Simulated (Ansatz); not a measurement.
# AgCl (Chlorargyrite, Fm-3m): thermal expansion from first principles

How much does AgCl (Chlorargyrite) expand with temperature?

Measurements to reproduce:
- volume expansion coefficient 98.7 1e-6/K near room temperature (given in “Descriptors for thermal expansion in solids”, 2017, arXiv:1701.03966)
- heat capacity C_P per formula unit 53 J/mol/K near room temperature (given in “High-Throughput Prediction of Finite-Temperature Properties using the Quasi-Harmonic Approximation”, 2016, arXiv:1603.06924)

Main program and level: Ansatz 0.2.0; DFT LDA, scalar-relativistic, plane waves, PAW, in the first sound run; inputs show where later runs differ.

The database entry behind the starting cell differs from later determinations by our own check (an axis about 1.4 % short against later determinations), so it need not match the best structure at ambient conditions.

## (1) The structure

It takes space group Fm-3m (No. 225, cubic). The conventional cell has a = 5.470 Å, b = 5.470 Å, c = 5.470 Å, α = 90.00°, β = 90.00°, γ = 90.00°. Nearest to Ag lie 6 Cl at 2.73 Å. Nearest to Cl lie 6 Ag at 2.73 Å. Farther neighbours and most contacts between anions are not listed.

## (2) Probe on a coarse mesh

Before spending time, one coarse run tells the gap and the pressure of the starting cell.

input.yaml

```yaml
crystal:
  lattice:
    - [0.0, 2.735, 2.735]
    - [2.735, 0.0, 2.735]
    - [2.735, 2.735, 0.0]
  atoms:
    - { symbol: Ag, position: [0.0, 0.0, 0.0] }
    - { symbol: Cl, position: [0.5, 0.5, 0.5] }
kpoints:
  mp_grid: { grid: [6, 6, 6] }
hamiltonian:
  xc: lda
scf:
  occupations: { method: gaussian, width: 0.1 }
output:
  forces: true
  stress: true
  eigenvalues: true
```

Command:

```sh
$ ansatz run input.yaml --threads 4 --pin off --max-ram 16384MiB --backend cpu --events-out ev --progress --plain --runs-dir out
```

Numbers of over 12 decimals in the logs are rounded to 6 here.

Log:

```text
Engine: ansatz 0.2.0, aarch64-unknown-linux-gnu
Pseudopotentials: kind: paw
Pseudopotential: Ag, paw, valence charge 19, recommended cutoff 420 eV (normal), Ag.paw.azcp
Pseudopotential: Cl, paw, valence charge 7, recommended cutoff 420 eV (normal), Cl.paw.azcp
Functional definition: SPW92
  exchange = slater_x
  correlation = pw_c
Crystal: 2 atoms, lattice volume = 40.917 Å³
Basis set: ecut = 420 eV, 821 PW (Γ)
Bands: 17, of which v1, the nominal top of the filled ones, is band 13 counted from 1 (12 counted from 0)
Symmetry: 48 space group operations
Space group: Fm-3m (ITA 225), of the structure as read, at distance tolerance 3.4e-5 Å
k-points: 16 of 216
Non-local potential: Ag, projectors of the file, l = 0: 3, l = 1: 2, l = 2: 2, l = 3: 1
Non-local potential: Cl, projectors of the file, l = 0: 2, l = 1: 2, l = 2: 2
PAW form: soft (Blöchl's): semilocal exchange-correlation on the pseudo side does not see the compensation charge
PAW frozen core: Ag, regenerated for the run's functional, and the local potential with it (the file was generated under x = pbe(κ = 0.804, μ = 0.219515), c = pbe(β = 0.066725))
PAW frozen core: Cl, regenerated for the run's functional, and the local potential with it (the file was generated under x = pbe(κ = 0.804, μ = 0.219515), c = pbe(β = 0.066725))
PAW one-centre angular grid: Ag, 590 points (default); XC on 64 Gauss nodes
PAW one-centre angular grid: Cl, 110 points (default); XC on 64 Gauss nodes
Initial density: superposition of atomic densities (neutral atoms: chi_scale 0, normalization atom), corrected by the library's trained network
Initial wavefunctions: pseudopotential atomic-orbital guess
Functional: x = slater, c = lda
SCF iter   1: F=—  HF=-8502.911677 eV  |F-HF|=—  |Δ(HF+E_count)|=         —  Δρ=1.18e-2  dr2=5.14e-2  ethr=1.77e-3  ⟨swp⟩=5.4  Hψ=1271  notcnv=0
preconditioner: auto → none  [insulator: Δε(μ)=0.466 eV  Ē_g=10.838 eV  σ=0.100 eV  W_gap=1.00  n_scr=14 (ndim 8)  ℏωp=24.6 eV  f_vac=0.026  D(μ)=0.00/eV (n_scr^D=0)  ε∞_Penn≈6.2]
SCF iter   2: F=—  HF=-8502.896740 eV  |F-HF|=—  |Δ(HF+E_count)|=   1.49e-2  Δρ=4.76e-3  dr2=4.65e-3  ethr=1.98e-4  ⟨swp⟩=2.2  Hψ=584  notcnv=0
SCF iter   3: F=—  HF=-8502.895308 eV  |F-HF|=—  |Δ(HF+E_count)|=   1.43e-3  Δρ=2.00e-3  dr2=8.27e-4  ethr=1.79e-5  ⟨swp⟩=2.2  Hψ=455  notcnv=0
SCF iter   4: F=—  HF=-8502.895089 eV  |F-HF|=—  |Δ(HF+E_count)|=   2.19e-4  Δρ=7.55e-4  dr2=1.55e-4  ethr=3.18e-6  ⟨swp⟩=2.0  Hψ=367  notcnv=0
SCF iter   5: F=—  HF=-8502.895039 eV  |F-HF|=—  |Δ(HF+E_count)|=   5.02e-5  Δρ=9.26e-5  dr2=2.08e-6  ethr=5.96e-7  ⟨swp⟩=2.1  Hψ=383  notcnv=0
SCF iter   6: F=—  HF=-8502.895048 eV  |F-HF|=—  |Δ(HF+E_count)|=   8.68e-6  Δρ=8.48e-6  dr2=1.89e-8  ethr=3.85e-10  ⟨swp⟩=3.6  Hψ=1209  notcnv=0
SCF iter   7: F=-8502.895048 eV  HF=-8502.895048 eV  |F-HF|=2.18e-11  |Δ(HF+E_count)|=   3.98e-9  Δρ=4.74e-7  dr2=5.60e-11  ethr=7.27e-11  ⟨swp⟩=2.0  Hψ=879  notcnv=0
SCF 1 converged in 7 iterations: F = -8502.895048 eV  dr2 = 5.60e-11
  greatest PAW one-centre occupation: 1.002 electrons in one spin orbital (limit 2), on the Ag atom at site 0 (counted from 0), in its partial waves of l = 0
SCF converged after 7 iterations
Free energy (F): -8502.895048 eV
Harris-Foulkes:  -8502.895048 eV  (|F-HF|=2.18e-11)
Internal energy: -8502.895048 eV  (E = F + TS)
E sigma→0 (E₀):  -8502.895048 eV
Entropy (-TS):   -0.000000 eV (-0.000 meV/atom)
Fermi energy:    8.837746 eV
--- Per-component energies (eV) ---
  E_band       = -352.431072
  E_kinetic    = 688.822298
  E_local      = -3150.351805  (includes V_loc(G=0)·N_el)
  E_nonlocal   = 120.717661
  E_hartree    = 1378.964806
  E_xc         = -287.355724
  E_vxc        = -353.135948  (∫ρ·V_xc dr)
  E_paw        = -4398.815510  (= ΣΔE_a)
  E_vpaw       = -416.413293  (= ΣTr[D̂ρ^β])
  E_aug_tail   = 0.000371  (compensation charges beyond the density's cutoff)
  E_ewald      = -2855.792444
  E_core_change = 0.915299  (= ΣΔE_core)
  E_smearing   = -0.000000  (= −TS)
  E_closure    = -0.000000  (closes the sum)
  Σ components = -8502.895048   (vs F -8502.895048, Δ=0.00e0)
--- Forces (eV/Å), atoms counted from 1 ---
  atom   1  Ag    -0.00000000     0.00000000    -0.00000000
  atom   2  Cl     0.00000000    -0.00000000     0.00000000
  max |Σ_I F_I| component: 3.62e-30 eV/Å
--- Stress (GPa, compression-positive) ---
       -3.758366      -0.000000      -0.000000
       -0.000000      -3.758366      -0.000000
        0.000000       0.000000      -3.758366
  P = ⅓ Tr σ = -3.7584 GPa (-37.584 kbar)
--- Band table (eV; the first three rows and the last of 16) ---
  k-point 0: bands = [... 9 lower, 5.8619, 6.0388, 6.0388, 6.0388, 9.1273, 19.0599, 19.0599, 19.0599]
  k-point 1: bands = [... 9 lower, 5.9245, 6.1977, 7.0980, 7.0980, 10.3490, 17.1051, 18.3581, 18.3581]
  k-point 2: bands = [... 9 lower, 6.1327, 6.4342, 8.0903, 8.0903, 11.9705, 15.3474, 16.5718, 16.5718]
  k-point 15: bands = [... 9 lower, 6.3744, 6.3779, 6.4028, 7.0401, 11.8373, 16.0541, 16.5017, 17.2476]
```

Elapsed: 0.45 s, on 4 threads of Arm Neoverse V1, shared host; peak memory 0.28 GiB.

In the SCF lines HF is the Harris–Foulkes energy and dr2 the Hartree energy of the density residual, in eV; the loop may stop once dr2 is under the threshold and the program's other checks hold. Hψ counts applications of the Hamiltonian.

This step gave:

```yaml
pressure: -3.758 GPa
volume_per_atom: 20.46 Å³
gap_on_the_k_mesh: 0.6120 eV
```

The start is under -3.8 GPa at this level and looks like an insulator or semiconductor on this mesh.

## (3) Finding the static equilibrium

Phonons are second derivatives about a minimum, so cell and atoms are relaxed first, inside the symmetry of the start.

input.yaml, the sections that differ from step 2:

```yaml
kpoints:
  mp_grid: { grid: [8, 8, 8] }
scf:
  occupations: { method: gaussian, width: 0.02 }
output:
  forces: true
  stress: true
  eigenvalues: true
  write_density: true
  write_potential: true
  elf: true
  volumetric_format: npy
relax:
  adjacent_minimum: "off"
  f_tol: 0.005
  max_steps: 80
  cell: { stress_tol: 0.05 }
# crystal, hamiltonian: as in step 2
```

Log:

```text
[...]
Crystal: 2 atoms, lattice volume = 40.917 Å³
Basis set: ecut = 420 eV, 821 PW (Γ)
Bands: 17, of which v1, the nominal top of the filled ones, is band 13 counted from 1 (12 counted from 0)
Symmetry: 48 space group operations
[...]
k-points: 29 of 512
[...]
SCF iter   1: F=—  HF=-8502.912590 eV  |F-HF|=—  |Δ(HF+E_count)|=         —  Δρ=1.18e-2  dr2=5.18e-2  ethr=1.77e-3  ⟨swp⟩=5.4  Hψ=2396  notcnv=0
[...]
SCF iter   7: F=-8502.895860 eV  HF=-8502.895860 eV  |F-HF|=2.36e-11  |Δ(HF+E_count)|=   4.46e-9  Δρ=4.94e-7  dr2=5.92e-11  ethr=7.94e-11  ⟨swp⟩=5.4  Hψ=2677  notcnv=0
SCF 1 converged in 7 iterations: F = -8502.895860 eV  dr2 = 5.92e-11
[...]
relax step   1: F+E_penalty+E_count = -8502.89586041 eV  Δ(F+E_penalty+E_count) = +0.000e0 eV  max|allowed force component| = 2.209e-29 eV/Å  Δτ_max = 0.0000 Å  P = -3.772 GPa  Ω = 40.917 Å³  (7 SCF iters, dr2 threshold 1.00e-7 eV, accepted)
Crystal: 2 atoms, lattice volume = 37.961 Å³
Basis set: ecut = 420 eV, 725 PW (Γ)
[...]
iter 1 solved again at ethr=5.02e-6 eV; its pass at ethr=3.10e-3 eV (dr2=1.31e-3 eV) is discarded
[...]
SCF iter   6: F=-8502.927215 eV  HF=-8502.927215 eV  |F-HF|=1.12e-9  |Δ(HF+E_count)|=   7.96e-8  Δρ=4.56e-6  dr2=5.28e-9  ethr=7.69e-10  ⟨swp⟩=8.2  Hψ=2864  notcnv=0
SCF 2 converged in 6 iterations: F = -8502.927215 eV  dr2 = 5.28e-9
relax step   2: F+E_penalty+E_count = -8502.92721525 eV  Δ(F+E_penalty+E_count) = -3.135e-2 eV  max|allowed force component| = 2.334e-30 eV/Å  Δτ_max = 0.0000 Å  P = +0.764 GPa  Ω = 37.961 Å³  energy of the carried Pulay correction = +2.689e-4 eV  (6 SCF iters, dr2 threshold 2.00e-7 eV, accepted)
Crystal: 2 atoms, lattice volume = 38.429 Å³
Basis set: ecut = 420 eV, 749 PW (Γ)
[...]
SCF iter   4: F=-8502.928116 eV  HF=-8502.928116 eV  |F-HF|=2.58e-9  |Δ(HF+E_count)|=   4.12e-7  Δρ=7.13e-6  dr2=9.42e-9  ethr=7.69e-10  ⟨swp⟩=6.9  Hψ=3153  notcnv=0
SCF 3 converged in 4 iterations: F = -8502.928116 eV  dr2 = 9.42e-9
relax step   3: F+E_penalty+E_count = -8502.92811588 eV  Δ(F+E_penalty+E_count) = -9.006e-4 eV  max|allowed force component| = 6.968e-30 eV/Å  Δτ_max = 0.0000 Å  P = -0.106 GPa  Ω = 38.429 Å³  energy of the carried Pulay correction = +2.250e-4 eV  (4 SCF iters, dr2 threshold 2.00e-7 eV, accepted)
[...]
relax step   4: F+E_penalty+E_count = -8502.92814093 eV  Δ(F+E_penalty+E_count) = -2.504e-5 eV  max|allowed force component| = 3.944e-30 eV/Å  Δτ_max = 0.0000 Å  P = -0.002 GPa  Ω = 38.371 Å³  energy of the carried Pulay correction = +2.304e-4 eV  (3 SCF iters, dr2 threshold 2.83e-8 eV, accepted)
[...]
SCF iter   6: F=-8502.927860 eV  HF=-8502.927860 eV  |F-HF|=0.00e0  |Δ(HF+E_count)|=  3.64e-12  Δρ=3.09e-8  dr2=1.04e-13  ethr=1.00e-12  ⟨swp⟩=5.0  Hψ=1955  notcnv=0
SCF 5 converged in 6 iterations: F = -8502.927860 eV  dr2 = 1.04e-13
relax step   5: F+E_penalty+E_count = -8502.92785996 eV  Δ(F+E_penalty+E_count) = +2.810e-4 eV  max|allowed force component| = 2.071e-30 eV/Å  Δτ_max = 0.0000 Å  P = +0.003 GPa  Ω = 38.371 Å³  stress off target by 2.51e-3 GPa  SCF on the basis re-selected at this cell (its energy is not comparable with the rows above)  (6 SCF iters)
basis re-selected at this cell: Δ(F+E_penalty+E_count) = +2.810e-4 eV, ΔP = +0.005 GPa vs the last step (what re-selecting the basis moved, of the pressure what is left beyond the Pulay correction that the steps carried, after the strain that the cell walked since its last selection, with what the two solves' SCF thresholds leave and, on support functions, any second-order correction that the steps lacked; it is no m [...]
SCF converged after 6 iterations
Free energy (F): -8502.927860 eV
[...]
Internal energy: -8502.927860 eV  (E = F + TS)
E sigma→0 (E₀):  -8502.927860 eV
Fermi energy:    10.009939 eV
[...]
--- Stress (GPa, compression-positive) ---
        0.002507      -0.000000      -0.000000
       -0.000000       0.002507      -0.000000
       -0.000000      -0.000000       0.002507
  P = ⅓ Tr σ = 0.0025 GPa (0.025 kbar)
--- Band table (eV; the first three rows and the last of 29) ---
  k-point 0: bands = [... 9 lower, 6.7387, 6.9417, 6.9417, 6.9417, 10.3226, 20.2021, 20.2021, 20.2021]
  k-point 1: bands = [... 9 lower, 6.7643, 7.0743, 7.7911, 7.7911, 11.1310, 18.8146, 19.9095, 19.9095]
  k-point 2: bands = [... 9 lower, 6.9319, 7.2501, 8.7041, 8.7041, 12.5233, 17.2198, 18.5602, 18.5602]
  k-point 28: bands = [... 9 lower, 7.2824, 7.3411, 7.3763, 8.1651, 13.8171, 17.3519, 17.3519, 17.4719]
--- Relaxed structure (4 steps of the walk, 4 accepted, 1 SCFs on fresh bases) ---
  F+E_penalty+E_count = -8502.92785996 eV   max|allowed force component| = 2.071e-30 eV/Å   (the final SCF, on the basis selected at the relaxed cell)
  cell:  # Å, volume = 38.3714 Å³
    - [0, 2.677068, 2.677068]
    - [2.677068, 0, 2.677068]
    - [2.677068, 2.677068, 0]
  atoms:
    - { symbol: Ag, position: [0, 0, 0] }
    - { symbol: Cl, position: [0.5, 0.5, 0.5] }
```

Run time: 2.3 s. Hardware: 4 threads; peak memory 0.32 GiB.

Relaxation path:

| step | energy less that of the first step (eV) | largest force component (eV/Å) | pressure (GPa) | volume (Å³) |
| --- | --- | --- | --- | --- |
| 1 | 0.0000 | 0.0000 | -3.77 | 40.92 |
| 2 | -0.0314 | 0.0000 | 0.76 | 37.96 |
| 3 | -0.0323 | 0.0000 | -0.11 | 38.43 |
| 4 | -0.0323 | 0.0000 | 0.00 | 38.37 |
| 5* | -0.0320 | 0.0000 | 0.00 | 38.37 |

Relaxation steps marked * repeat the geometry before them on a plane-wave basis chosen anew for their cell, so energy and pressure can jump there.

Forces are held to the 48 operations that the run works with; a distortion that breaks them can't arise in this run.

| conventional cell, symmetrised | before | after | change |
| --- | --- | --- | --- |
| a (Å) | 5.470 | 5.354 | -2.1 % |
| b (Å) | 5.470 | 5.354 | -2.1 % |
| c (Å) | 5.470 | 5.354 | -2.1 % |
| volume (Å³/atom) | 20.46 | 19.19 | -6.2 % |

The relaxed structure:

```cif
data_structure
_symmetry_space_group_name_H-M 'P 1'
_symmetry_Int_Tables_number 1
_cell_length_a 3.7859
_cell_length_b 3.7859
_cell_length_c 3.7859
_cell_angle_alpha 60.000
_cell_angle_beta 60.000
_cell_angle_gamma 60.000
_cell_volume 38.37
loop_
_atom_site_label
_atom_site_type_symbol
_atom_site_fract_x
_atom_site_fract_y
_atom_site_fract_z
_atom_site_occupancy
Ag1 Ag 0.00000 0.00000 0.00000 1
Cl2 Cl 0.50000 0.50000 0.50000 1
```

This step gave:

```
pressure          : 0.002507 GPa
gap on the k-mesh : 0.6267 eV
volume per atom   : 19.19 Å³
```

Electrostatic potential energy in the ac plane of the conventional cell at fractional y = 0.000, with atoms of Ag and Cl within 0.2 Å of it. With pseudopotentials it is smooth inside the atoms' cores, unlike the true potential.

Values in eV, 15 rows by 15 columns, each cell a mean:
```
-31 -23  -7   8  10  -4 -33 -42 -40 -18   6  10   1 -17 -28
-19 -12   2  11  12   6 -11 -24 -19   0  11  12   8  -6 -17
  0   5  10  13  13  12   8   5   6  10  13  13  12   8   1
 10  11  13  14  14  13  11  10  11  12  13  14  13  12  10
  5   9  12  13  13  10   5   0   2   8  12  13  13  11   6
-23  -9   7  12  11   2 -12 -18 -16  -5   8  12  10   0 -18
-42 -32  -3  10   8  -8 -23 -31 -28 -16   2  11   6 -19 -40
-43 -36  -7   9   7 -10 -26 -34 -31 -18   0  10   5 -24 -42
-37 -23   2  11   9  -4 -19 -26 -23 -12   5  11   8 -11 -33
 -7   2  10  13  12   7  -4 -10  -8   2  10  13  12   6  -4
  9  11  13  14  13  12   9   7   8  11  13  14  13  12  10
  7  10  12  13  14  13  11   9  10  12  13  14  13  11   8
 -9  -3   7  12  13  10   2  -7  -3   7  12  13  10   2  -7
-25 -18  -3  10  11   2 -23 -36 -32  -9   9  11   5 -12 -23
-34 -25  -9   7   9  -7 -37 -43 -42 -23   5  10   0 -19 -31
```
Columns run along a (5.4 Å; values clipped at the 3rd and 97th percentile), rows up along c (5.4 Å), edges of the conventional cell, whose origin can differ from the input's. Atoms in or near the plane, at fractional coordinates: Ag at (0.00, 0.00), Ag at (0.50, 0.50), Cl at (0.50, 0.00), Cl at (0.00, 0.50).

ELF in the ac plane of the conventional cell at fractional y = 0.000, with atoms of Ag and Cl within 0.2 Å of it. It is the smooth field of the valence electrons, not physical close to the nuclei.

Ten even steps from '_' (0.06) to '@' (0.84), each cell a mean:
```
%%**--..==@@@@**%%@@##::::++##
**==::__--%%@@@@@@@@**....--++
::..____..==##%%##**::____..::
::....____....::::..______..::
####==..____..::::..____::**##
@@@@%%--__::==++++--....**@@@@
**@@@@==..==**%%##++::::##@@%%
==%%@@==..==##@@%%++::::%%@@**
%%@@@@==..--**##**==....##@@@@
@@@@##::__..--====::__..==%%@@
++==::______......______..--==
....______::======--..______..
==--..__::##@@@@@@%%==..__::--
##++--..==@@@@%%@@@@##....==**
@@##==..++@@%%==**@@##::::**%%
```
Columns run along a (5.4 Å), rows up along c (5.4 Å), edges of the conventional cell, whose origin can differ from the input's. Atoms in or near the plane, at fractional coordinates: Ag at (0.00, 0.00), Ag at (0.50, 0.50), Cl at (0.50, 0.00), Cl at (0.00, 0.50).

Valence density in the ac plane of the conventional cell at fractional y = 0.000, with atoms of Ag and Cl within 0.2 Å of it. It is the smooth field of the valence electrons, not physical close to the nuclei.

Ten steps, logarithmic in the rise over the least value, from '0' (0 e/Å³) to '9' (19 e/Å³), each cell a mean:
```
984113434421369
753112444310146
321001232100013
110000111000001
221001233100012
442113576410134
343115899631244
243225899731343
443114788521244
331002455310123
210000121100011
210000121100011
541001333210134
874113444421258
985223423421379
```
Columns run along a (5.4 Å), rows up along c (5.4 Å), edges of the conventional cell, whose origin can differ from the input's. Atoms in or near the plane, at fractional coordinates: Ag at (0.00, 0.00), Ag at (0.50, 0.50), Cl at (0.50, 0.00), Cl at (0.00, 0.50).

The relaxation ends with a pressure of 0.00 GPa.

## (4) Relaxing to small residual forces and stress

The thresholds are tightened for a last relaxation ahead of the phonons, and where mesh or smearing change with them the cell follows.

input.yaml

```yaml
crystal:
  lattice:
    - [0.0, 2.6770675507, 2.6770675507]
    - [2.6770675507, 0.0, 2.6770675507]
    - [2.6770675507, 2.6770675507, 0.0]
  atoms:
    - { symbol: Ag, position: [0.0, 0.0, 0.0] }
    - { symbol: Cl, position: [0.5, 0.5, 0.5] }
kpoints:
  mp_grid: { grid: [8, 8, 8] }
hamiltonian:
  xc: lda
scf:
  occupations: { method: fixed }
output:
  forces: true
  stress: true
  eigenvalues: true
relax:
  adjacent_minimum: "off"
  f_tol: 0.001
  max_steps: 60
  cell: { stress_tol: 0.01 }
```

Log:

```text
[...]
Crystal: 2 atoms, lattice volume = 38.371 Å³
Basis set: ecut = 420 eV, 749 PW (Γ)
Bands: 17, of which v1, the nominal top of the filled ones, is band 13 counted from 1 (12 counted from 0)
Symmetry: 48 space group operations
[...]
k-points: 29 of 512
[...]
k-point 28: bands = [... 9 lower, 7.2824, 7.3411, 7.3763, 8.1651, 13.8171, 17.3519, 17.3519, 17.4719]
--- Relaxed structure (1 steps of the walk, 1 accepted, 1 SCFs on fresh bases) ---
[...]
cell:  # Å, volume = 38.3714 Å³
    - [0.0, 2.6770675507, 2.6770675507]
    - [2.6770675507, 0.0, 2.6770675507]
    - [2.6770675507, 2.6770675507, 0.0]
  atoms:
    - { symbol: Ag, position: [0.0, 0.0, 0.0] }
    - { symbol: Cl, position: [0.5, 0.5, 0.5] }
[key lines of the parts left out:]
SCF converged after 5 iterations
Free energy (F): -8502.927860 eV
Fermi energy:    9.695937 eV
P = ⅓ Tr σ = 0.0025 GPa (0.025 kbar)
```

The job ended after 1 s (4 threads; peak memory 0.3 GiB; 3.1 s of CPU time).

Little changed from the start: no atom moved by 0.005 Å and no cell edge by 0.1 %.

This step gave:

```
pressure : 0.002508 GPa
```

The residual pressure is 0.0025 GPa, small enough for phonons.

(Part 1 of 4 ends here.)

[Logs are printed without paths, hosts, clocks, repeated set-up lines and the standing remarks that a program may print on its own settings, such as how far it seeks lower states.]

[Hosts, paths, dates, database ids (printed as entryN), source tags and the programs' standing remarks are cut or masked in the printed files.]

[A step with changed settings may run another functional than the one named; its input shows which.]

[Pressures of single members of a volume series are the stress at the run's cutoff; with an incomplete basis they can lie off −dE/dV of the same runs, and they are not shown converged.]
